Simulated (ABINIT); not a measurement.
Planning a run of ABINIT 10.8.3 on CdS (Hawleyite). The input:

```
acell 3*1.0 Angstrom
rprim 
  -0.000000000000 2.916500000000 2.916500000000
  2.916500000000 -0.000000000000 2.916500000000
  2.916500000000 2.916500000000 -0.000000000000
ntypat 2
znucl 48 16
natom 2
typat 1 2
xred 
  0.000000000000 0.000000000000 0.000000000000
  0.250000000000 0.250000000000 0.250000000000
pp_dirpath "pseudos"
pseudos "Cd.upf, S.upf"
ecut 47
nspinor 2
ngkpt 6 6 6
nshiftk 1
shiftk 0 0 0
kptopt 1
chksymbreak 0
nband 36
occopt 1
tolvrs 1e-10
nstep 60
prtwf 0
optforces 0
optstress 0
indata_prefix "in"
outdata_prefix "out"
tmpdata_prefix "tmp"
```

```sh
OMP_NUM_THREADS=1 mpirun -n 4 abinit run.abi > log
```

Question: Estimate wall time and host memory on 4 MPI ranks of Arm Neoverse V2, shared host.

It took 88 s; on shared hardware allow 44 s to 2.9 min. Peak host memory was 0.45 GiB.

[Paths, hosts, dates, memory and timing lines, banners, echoed tables and standing remarks are left out of the program output.]

[Logs are printed without paths, hosts, clocks, repeated set-up lines and the standing remarks that a program may print on its own settings, such as how far it seeks lower states.]

[Runs of the session that timed out or met a known fault of the program may be left out.]

[No measured gap is set beside runs whose start may be inverted or whose files or cutoffs have a known fault.]

[Hosts, paths, dates, database ids (printed as entryN), source tags and the programs' standing remarks are cut or masked in the printed files.]

[G0W0 gaps are taken among the corrected bands and points alone; a level outside them can change the order at an edge.]

[Where Ansatz stands beside ABINIT at settings called matched, ABINIT's density can come from a denser mesh and the files from another edition; pairs whose starting gaps differed by over 0.03 eV were left out, so agreement reads better than it is.]
